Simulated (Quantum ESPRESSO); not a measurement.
**NiO: energy against a fixed spin moment**

Aim: the energy of NiO as a function of the total spin moment of its primitive cell.

Method: PBE; plane waves with GBRV 1.5 PBE potentials, no spin-orbit coupling, in Quantum ESPRESSO 7.5.

Most raw output is cut from this account.

## Step 1: The structure

Symmetry: Fm-3m, No. 225, cubic system. Conventional cell: a = 4.172 Å, b = 4.172 Å, c = 4.172 Å, α = 90.00°, β = 90.00°, γ = 90.00°. Nearest to Ni lie 6 O at 2.09 Å. Nearest to O lie 6 Ni at 2.09 Å. Farther neighbours and most contacts between anions are not listed.

The cell comes from the Crystallography Open Database.

## Step 2: No moment imposed

File pw.in:

```
&CONTROL
  calculation = 'scf'
  prefix = 'pwscf'
  outdir = './tmp'
  pseudo_dir = './pseudo'
  disk_io = 'nowf'
/
&SYSTEM
  ibrav = 0
  nat = 2
  ntyp = 2
  ecutwfc = 40
  ecutrho = 280
  nbnd = 20
  occupations = 'smearing'
  smearing = 'fd'
  degauss = 0.00734986
  nspin = 2
  starting_magnetization(1) = 0.1111
  starting_magnetization(2) = 0
/
&ELECTRONS
  conv_thr = 4d-09
  electron_maxstep = 150
  mixing_beta = 0.3
/
ATOMIC_SPECIES
Ni     58.6934 ni_pbe_v1.4.uspp.F.UPF
O      15.9990 o_pbe_v1.2.uspp.F.UPF
CELL_PARAMETERS angstrom
   0.0000000000    2.0859016414    2.0859016414
   2.0859016414    0.0000000000    2.0859016414
   2.0859016414    2.0859016414    0.0000000000
ATOMIC_POSITIONS crystal
Ni      0.0000000000    0.0000000000    0.0000000000
O       0.5000000000    0.5000000000    0.5000000000
K_POINTS automatic
8 8 8 0 0 0
```

The run is started by

```console
OMP_NUM_THREADS=1 mpirun -n 2 pw.x -nk 2 -in pw.in > pw.out
```

Wall time 6.2 s (2 MPI ranks of Intel Xeon 6975P-C (Granite Rapids), shared host); peak memory 0.16 GiB; 12 s of CPU time.

Spin moment in the atom's sphere by atom:

```
atom  spin moment in the atom's sphere (μB)
 Ni1                                   1.10
  O2                                   0.19
```

Read from the output:

| Property | Result |
| --- | --- |
| smearing term TS | 0.05992 eV |
| magnetization | 1.325 μB |
| absolute magnetization | 1.335 μB |
| final state | ferromagnetic |

## Step 3: Moment fixed at 0 μB

The two spin channels are filled to separate Fermi energies, so that the total moment meets the target. Half of the up one less the down one is the slope dE/dM.

pw.in: that of step 2 with these lines changed.

```diff
@@ -18,4 +18,5 @@
   nspin = 2
-  starting_magnetization(1) = 0.1111
+  starting_magnetization(1) = 0.0056
   starting_magnetization(2) = 0
+  tot_magnetization = 0
 /
```

Elapsed: 5.9 s, on 2 MPI ranks; peak memory 0.16 GiB; 11 s of CPU time.

Read from the output:

- magnetization: 0 μB
- absolute magnetization: 0 μB
- half the difference of the two Fermi energies: 0 meV
- largest moment: 0 μB

## Step 4: Moment fixed at 0.321 μB

pw.in: that of step 3 with these lines changed.

```diff
@@ -18,5 +18,5 @@
   nspin = 2
-  starting_magnetization(1) = 0.0056
+  starting_magnetization(1) = 0.0178
   starting_magnetization(2) = 0
-  tot_magnetization = 0
+  tot_magnetization = 0.321
 /
```

It took 5.4 s on 2 MPI ranks; peak memory 0.16 GiB; 10 s of CPU time.

Spin moment in the atom's sphere by atom:

```
atom  spin moment in the atom's sphere (μB)
 Ni1                                  0.272
  O2                                  0.039
```

Read from the output:

* magnetization: 0.321 μB
* absolute magnetization: 0.322 μB
* half the difference of the two Fermi energies: -41.4 meV

## Step 5: Moment fixed at 0.642 μB

pw.in: that of step 4 with these lines changed.

```diff
@@ -18,5 +18,5 @@
   nspin = 2
-  starting_magnetization(1) = 0.0178
+  starting_magnetization(1) = 0.0357
   starting_magnetization(2) = 0
-  tot_magnetization = 0.321
+  tot_magnetization = 0.642
 /
```

Run time: 5.8 s. Hardware: 2 MPI ranks; peak memory 0.16 GiB; 11 s of CPU time.

Numbers from this step:

```
magnetization                                 : 0.642 μB
absolute magnetization                        : 0.645 μB
half the difference of the two Fermi energies : -57 meV
largest moment                                : 0.5453 μB
```

## Step 6: An input with a fault

One input was spoiled on purpose, to see how the program answers.

pw.in: that of step 5 with these lines changed.

```diff
@@ -18,5 +18,4 @@
   nspin = 2
-  starting_magnetization(1) = 0.0357
+  starting_magnetization(1) = 0.1111
   starting_magnetization(2) = 0
-  tot_magnetization = 0.642
 /
@@ -24,3 +23,3 @@
   conv_thr = 4d-09
-  electron_maxstep = 150
+  electron_maxstep = 75
   mixing_beta = 0.3
@@ -39 +38,3 @@
 8 8 8 0 0 0
+HUBBARD {ortho-atomic}
+U Ni-6f 5.0
```

Run time: 0.8 s. Hardware: 2 MPI ranks; peak memory 0.05 GiB.

The program refused the input before any cycle.

The program's message: “determine_hubbard_occ (1): Mismatch between the requested and available manifolds”

The fault put into the input: a U on a shell that the file lacks.

## Step 7: All moments

The runs not shown differ in the target, the start and the number of states alone. The point at 1.33 μB is the free run, entered with slope zero.

The energy over the lowest by total spin moment:

```
total spin moment (μB a cell)  energy over the lowest (meV a cell)
                        0.000                                 41.6
                        0.321                                 34.4
                        0.642                                 17.5
                        0.963                                 4.07
                        1.283                               0.0504
                        1.325                                    0
                        1.604                                 3.38
                        1.925                                 35.7
```

dE/dM against total spin moment:

```
total spin moment (μB a cell)  dE/dM (meV/μB)
                        0.000         0.00148
                        0.321           -41.4
                        0.642           -57.0
                        0.963           -24.8
                        1.283           -2.48
                        1.325               0
                        1.604            31.2
                        1.925             221
```

Largest site moment against total spin moment:

```
total spin moment (μB a cell)  largest site moment (μB)
                        0.000                    3.4e-6
                        0.321                     0.272
                        0.642                     0.545
                        0.963                     0.811
                        1.283                      1.07
                        1.325                      1.10
                        1.604                      1.31
                        1.925                      1.53
```

## Step 8: Summary of results

```yaml
moment_of_the_free_run: 1.33 μB a cell
energy_at_zero_total_moment: 41.6 meV a cell over the lowest
delta_e_delta_m2_from_the_lowest_point_to_1p60_and_to_0p96_mu_b: 43 and 31 meV/μB²
```

In words: At zero total moment the site moments vanish, so the 42 meV a cell is the energy of forming them. The points show one minimum alone. The cell holds one seeded atom, so opposed orders, which may lie lower, cannot form in it. Energies are free energies at an electronic temperature of 1160 K, which lowers moments and differences where the moments are itinerant. No Hubbard term acts here. In such compounds local and semilocal functionals without one often delocalise the d electrons, and can shrink or lose moments and miss the size, sign and order of the couplings. The smearing term is large for its width, so states at the Fermi level are partly filled: at this level the cell is a metal or has a gap of a few widths at most.

[Logs and program files are shortened in this print: banners, set-up blocks, solver, clock and traceback lines can be left out without a mark of their own.]

[Logs are printed without paths, hosts, clocks, repeated set-up lines and the standing remarks that a program may print on its own settings, such as how far it seeks lower states.]

[Hosts, paths, dates, database ids (printed as entryN), source tags and the programs' standing remarks are cut or masked in the printed files.]

[Where a cell is said to come from a database of computed structures, the database is the Materials Project.]
